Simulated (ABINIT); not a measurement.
# A GW chain in ABINIT: LiBH4 (F-43m), part 3 of 3

Wanted: ground state, empty states, screening and self-energy for LiBH4 (F-43m).

ABINIT 10.8.3; PBEsol and many-body steps on it, plane waves. Known limits of the many-body steps: not at the basis limit; coarse k mesh.

So far. Step 3 (Bands along the symmetry lines): The gap is 5.992 eV, as in the run before at this level. Step 4 (Empty states on the mesh, 4×4×4 mesh, 67 bands): On this mesh the gap is 5.992 eV.

## Step 5: Screening, 4×4×4 mesh, 61 bands, screening to 130.6 eV

The RPA dielectric matrix is built and inverted for each q.

This step: RPA screening on PBEsol, plane waves, norm-conserving pseudopotentials.

Contents of run.abi:

```
acell 3*1.0 Angstrom
rprim 
  0.000000000000 2.855319000000 2.855319000000
  2.855319000000 0.000000000000 2.855319000000
  2.855319000000 2.855319000000 -0.000000000000
ntypat 3
znucl 3 5 1
natom 6
typat 1 2 3 3 3 3
xred 
  0.000000000000 0.000000000000 0.000000000000
  0.500000000000 0.500000000000 0.500000000000
  0.376786667500 0.376786667500 0.376786667500
  0.869639997500 0.376786667500 0.376786667500
  0.376786667500 0.376786667500 0.869639997500
  0.376786667500 0.869639997500 0.376786667500
pp_dirpath "pseudos"
pseudos "Li.upf, B.upf, H.upf"
ecut 34
ngkpt 4 4 4
nshiftk 1
shiftk 0 0 0
kptopt 1
chksymbreak 0
istwfk *1
occopt 1
irdwfk 1
optdriver 3
nband 61
ecuteps 4.8
inclvkb 2
awtr 1
symchi 1
indata_prefix "in"
outdata_prefix "out"
tmpdata_prefix "tmp"
```

Started as:

```console
OMP_NUM_THREADS=1 mpirun -n 4 abinit run.abi > log
```

Numbers of over 12 decimals in the logs are rounded to 6 here.

The program printed:

```text
.Version 10.8.3 of ABINIT. v10.8.2 released Aug 2026.

 Symmetries : space group F-4 3 m (#216); Bravais cF (face-center cubic)
[... echo of the input left out ...]
== DATASET  1 ==================================================================
-   mpi_nproc: 4, omp_nthreads: 1 (-1 if OMP is not activated)

--- !DatasetInfo
iteration_state: {dtset: 1, }
dimensions: {natom: 6, nkpt: 8, mband: 61, nsppol: 1, nspinor: 1, nspden: 1, mpw: 2996, }
cutoff_energies: {ecut:  34.0, pawecutdg:  -1.0, }
electrons: {nelect:   1.00000000E+01, charge:   0.00000000E+00, occopt:   1.00000000E+00, tsmear:   1.00000000E-02, }

 SCREENING: Calculation of the susceptibility and dielectric matrices

 Based on a program developped by R.W. Godby, V. Olevano, G. Onida, and L. Reining.
 Incorporated in ABINIT by V. Olevano, G.-M. Rignanese, and M. Torrent.
.Using double precision arithmetic ; gwpc =  8

[... cell and pseudopotentials left out ...]
--------------------------------------------------------------------------------

 ==== K-mesh for the wavefunctions ====
 Number of points in the irreducible wedge :     8
[... list of points left out ...]
 Together with 24 symmetry operations and time-reversal symmetry
 yields    64 points in the full Brillouin Zone.

 ==== Q-mesh for the screening function ====
 Number of points in the irreducible wedge :     8
[... list of points left out ...]
 Together with 24 symmetry operations and time-reversal symmetry
 yields    64 points in the full Brillouin Zone.

 setmesh: FFT mesh size selected  =    27x   27x   27
          total number of points  =        19683

 vcoul_init : cutoff-mode = AUXILIARY_FUNCTION
 q-points for optical limit:   1
     1)      0.000010    0.000020    0.000030

- screening: taking advantage of time-reversal symmetry
- Maximum band index for partially occupied states nbvw = 5
- Remaining bands to be divided among processors   nbcw = 56
- Number of bands treated by each node ~14

 Number of electrons calculated from density =   10.0000; Expected =   10.0000
 average of density, n =  0.031828
 r_s =    1.9575
 omega_plasma =   17.2092 [eV]

 calculating chi0 at frequencies [eV] :
  1    0.000000E+00    0.000000E+00
  2    0.000000E+00    1.720919E+01

--------------------------------------------------------------------------------
  q-point number  1        q = ( 0.000000, 0.000000, 0.000000) [r.l.u.]
--------------------------------------------------------------------------------
[... chi0 elements left out ...]
 For q-point:  0.000010 0.000020 0.000030
  dielectric constant =   2.8960
  dielectric constant without local fields =   3.2685

  Average fulfillment of the sum rule on Im[epsilon] for q-point    1 :     74.46  [%]
[... wings left out ...]
  q-point number  2        q = ( 0.250000, 0.000000, 0.000000) [r.l.u.]
--------------------------------------------------------------------------------
[... chi0 elements left out ...]
  Average fulfillment of the sum rule on Im[epsilon] for q-point    2 :     85.58  [%]

 [... 6 further q-points ...]
```

Elapsed: 14 s, on 4 MPI ranks of Arm Neoverse N1, shared host; peak memory 0.53 GiB.

Numbers from this step:

```
ε∞ with local fields, on this mesh, along the program's q direction : 2.896
the same without local fields                                       : 3.268
plasma frequency                                                    : 17.21 eV
plane waves in the screening matrix                                 : 169
```

Local fields lower ε∞ by 11 %. On a Γ-centred mesh this coarse the value itself is usually too large, while a short band sum pulls it down.

## Step 6: Self-energy, 4×4×4 mesh, 61 bands, screening to 130.6 eV

The self-energy is evaluated for the states that the input lists, and the levels follow from it, in one-shot runs by the linearised quasiparticle equation.

This step: G0W0 on PBEsol, plane waves, norm-conserving pseudopotentials.

Changes to run.abi since step 5:

```diff
@@ -27,8 +27,17 @@
 irdwfk 1
-optdriver 3
+optdriver 4
 nband 61
+gwcalctyp 0
+ecutsigx 34
+symsigma 1
+nkptgw 2
+kptgw 
+  0.0000000000 0.0000000000 0.0000000000
+  0.5000000000 0.0000000000 0.0000000000
+bdgw 
+  3 9
+  4 8
 ecuteps 4.8
-inclvkb 2
-awtr 1
-symchi 1
+irdscr 1
+ppmodel 1
 indata_prefix "in"
```

The program printed:

```text
.Version 10.8.3 of ABINIT. v10.8.2 released Aug 2026.

 Symmetries : space group F-4 3 m (#216); Bravais cF (face-center cubic)
[... echo of the input left out ...]
== DATASET  1 ==================================================================
-   mpi_nproc: 4, omp_nthreads: 1 (-1 if OMP is not activated)

--- !DatasetInfo
iteration_state: {dtset: 1, }
dimensions: {natom: 6, nkpt: 8, mband: 61, nsppol: 1, nspinor: 1, nspden: 1, mpw: 2996, }
cutoff_energies: {ecut:  34.0, pawecutdg:  -1.0, }
electrons: {nelect:   1.00000000E+01, charge:   0.00000000E+00, occopt:   1.00000000E+00, tsmear:   1.00000000E-02, }

 SIGMA: Calculation of the GW corrections

 Based on a program developped by R.W. Godby, V. Olevano, G. Onida, and L. Reining.
 Incorporated in ABINIT by V. Olevano, G.-M. Rignanese, and M. Torrent.
.Using double precision arithmetic ; gwpc =  8

[... cell and pseudopotentials left out ...]
--------------------------------------------------------------------------------

 ==== K-mesh for the wavefunctions ====
 Number of points in the irreducible wedge :     8
[... list of points left out ...]
 Together with 24 symmetry operations and time-reversal symmetry
 yields    64 points in the full Brillouin Zone.

 ==== Q-mesh for screening function ====
 Number of points in the irreducible wedge :     8
[... list of points left out ...]
 Together with 24 symmetry operations and time-reversal symmetry
 yields    64 points in the full Brillouin Zone.

 vcoul_init : cutoff-mode = AUXILIARY_FUNCTION
 q-points for optical limit:   1
     1)      0.000010    0.000020    0.000030
 setmesh: FFT mesh size selected  =    45x   45x   45
          total number of points  =        91125

 Number of electrons calculated from density =   10.0000; Expected =   10.0000
 average of density, n =  0.031828
 r_s =    1.9575
 omega_plasma =   17.2092 [eV]

 === KS Band Gaps ===
  >>>> For spin  1
   Minimum direct gap =   6.2975 [eV], located at k-point      :   0.5000  0.0000  0.0000
   Fundamental gap    =   5.9924 [eV], Top of valence bands at :   0.0000  0.0000  0.0000
                                       Bottom of conduction at :   0.5000  0.0000  0.0000
 SIGMA fundamental parameters:
 PLASMON POLE MODEL  1
 number of plane-waves for SigmaX                 2975
 number of plane-waves for SigmaC and W            169
 number of plane-waves for wavefunctions          2975
 number of bands                                    61
 number of independent spin polarizations            1
 number of spinorial components                      1
 number of k-points in IBZ                           8
 number of q-points in IBZ                           8
 number of symmetry operations                      24
 number of k-points in BZ                           64
 number of q-points in BZ                           64
 number of frequencies for dSigma/dE                 9
 frequency step for dSigma/dE [eV]                0.25
 number of omega for Sigma on real axis              0
 max omega for Sigma on real axis  [eV]           0.00
 zcut for avoiding poles [eV]                     0.10

 EPSILON^-1 parameters (SCR file):
 dimension of the eps^-1 matrix on file            169
 dimension of the eps^-1 matrix used               169
 number of plane-waves for wavefunctions          2975
 number of bands                                    61
 number of q-points in IBZ                           8
 number of frequencies                               2
 number of real frequencies                          1
 number of imag frequencies                          1

 matrix elements of self-energy operator (all in [eV])

 Perturbative Calculation

--- !SelfEnergy_ee
iteration_state: {dtset: 1, }
kpoint     : [   0.000,    0.000,    0.000, ]
spin       : 1
KS_gap     :    7.219
QP_gap     :    9.839
Delta_QP_KS:    2.620
data: !SigmaeeData |
     Band     E0 <VxcDFT>   SigX SigC(E0)      Z dSigC/dE  Sig(E)    E-E0       E
        3  -1.929 -12.774 -16.783   2.201   0.797  -0.254 -14.216  -1.442  -3.371
        4  -1.929 -12.774 -16.783   2.201   0.797  -0.254 -14.216  -1.442  -3.371
        5  -1.929 -12.774 -16.783   2.201   0.797  -0.254 -14.216  -1.442  -3.371
        6   5.290  -9.998  -5.046  -3.518   0.822  -0.217  -8.820   1.178   6.468
        7   6.874  -8.805  -3.908  -3.385   0.834  -0.199  -7.544   1.261   8.134
        8   6.874  -8.805  -3.908  -3.385   0.834  -0.199  -7.544   1.261   8.134
        9   6.874  -8.805  -3.908  -3.385   0.834  -0.199  -7.544   1.261   8.134

--- !SelfEnergy_ee
iteration_state: {dtset: 1, }
kpoint     : [   0.500,    0.000,    0.000, ]
spin       : 1
KS_gap     :    6.297
QP_gap     :    8.789
Delta_QP_KS:    2.491
data: !SigmaeeData |
     Band     E0 <VxcDFT>   SigX SigC(E0)      Z dSigC/dE  Sig(E)    E-E0       E
        4  -2.234 -12.580 -16.671   2.242   0.796  -0.256 -14.052  -1.472  -3.706
        5  -2.234 -12.580 -16.671   2.242   0.796  -0.256 -14.052  -1.472  -3.706
        6   4.063  -8.521  -4.170  -3.134   0.838  -0.193  -7.501   1.020   5.083
        7   6.420  -7.795  -3.007  -3.381   0.841  -0.189  -6.611   1.184   7.604
        8   6.420  -7.795  -3.007  -3.381   0.841  -0.189  -6.611   1.184   7.604

== END DATASET(S) ==============================================================
================================================================================

 -outvars: echo values of variables after computation  --------
           etotal      0.0000000000E+00
            nband          61
             nkpt           8
          spgroup         216
 [... the other variables as echoed above ...]

 Calculation completed.
```

The job ended after 9.4 s (4 MPI ranks; peak memory 0.6 GiB; 37 s of CPU time).

This step gave:

| Property | Result |
| --- | --- |
| G0W0 gap on the points computed | 8.454 eV |
| starting gap on the mesh | 5.992 eV |
| k of the valence top | 0, 0, 0 |
| k of the conduction bottom | 0.5, 0, 0 |
| Z at the valence top | 0.797 |
| Z at the conduction bottom | 0.838 |
| least direct G0W0 gap on the computed points | 8.789 eV |

The gap on the mesh goes from 5.99 eV to 8.45 eV, a correction of +2.46 eV.

Limits: finite bands, cutoff and mesh; coarse k mesh. v1 is the top filled band, c1 the lowest empty one. The levels before and after the correction (eV, zero at the valence-band top of each column):

```csv
,conduction bottom,valence top
Kohn-Sham,5.99,0.00
G0W0,8.45,0.00
```

```csv
,level,energy (eV)
Kohn-Sham,Γ v3-v1,0.000
Kohn-Sham,Γ c1,7.219
Kohn-Sham,Γ c2-c4,8.803
Kohn-Sham,(0.5 0 0) v2-v1,-0.305
Kohn-Sham,(0.5 0 0) c1,5.992
Kohn-Sham,(0.5 0 0) c2-c3,8.349
G0W0,Γ v3-v1,0.000
G0W0,Γ c1,9.839
G0W0,Γ c2-c4,11.505
G0W0,(0.5 0 0) v2-v1,-0.335
G0W0,(0.5 0 0) c1,8.454
G0W0,(0.5 0 0) c2-c3,10.975
```

## Step 7: Where the time went

Times are wall times on 4 MPI ranks of Arm Neoverse N1, shared host, good to a factor of about two.

```csv
step,time,share,memory (GiB)
ground state,13 s,19 %,0.32
bands along the symmetry lines,15 s,20 %,0.28
empty states on the mesh,20 s,28 %,0.28
screening,14 s,20 %,0.53
self-energy,9.4 s,13 %,0.6
```

## Step 8: Outcome

- PBEsol gap: 5.99 eV, indirect
- G0W0 gap on the mesh: 8.45 eV
- GW settings: 4×4×4 mesh, 61 bands, screening to 130.6 eV, Godby-Needs plasmon pole
- known limits: not at the basis limit; coarse k mesh

G0W0 moves the gap on the mesh from 5.99 eV to 8.45 eV (+2.46 eV), with Z of 0.80 and 0.84 at the edges. Local fields lower the RPA ε∞ on this mesh from 3.27 to 2.90; a Γ-centred mesh this coarse tends to raise both, most where the direct gap is narrow, while a short band sum lowers them. Only 2 of the mesh's irreducible points were corrected, so a valley elsewhere could overtake. Bands and cutoff are finite, so the gap is not at the basis limit. The miss can reach some tenths of an eV and take either sign; the mesh is an error of its own. In the G0W0 run levels were corrected at 2 k points alone, so a gap called «on the mesh» is the least over those, and an edge elsewhere would be missed. The 4×4×4 mesh is coarse for this cell, which bears on the long-range parts of exchange and screening.

[Paths, hosts, dates, memory and timing lines, banners, echoed tables and standing remarks are left out of the program output.]

[Logs are printed without paths, hosts, clocks, repeated set-up lines and the standing remarks that a program may print on its own settings, such as how far it seeks lower states.]

[Runs of the session that timed out or met a known fault of the program may be left out.]

[Hosts, paths, dates, database ids (printed as entryN), source tags and the programs' standing remarks are cut or masked in the printed files.]

[G0W0 gaps are taken among the corrected bands and points alone; a level outside them can change the order at an edge.]

[Where Ansatz stands beside ABINIT at settings called matched, ABINIT's density can come from a denser mesh and the files from another edition; pairs whose starting gaps differed by over 0.03 eV were left out, so agreement reads better than it is.]
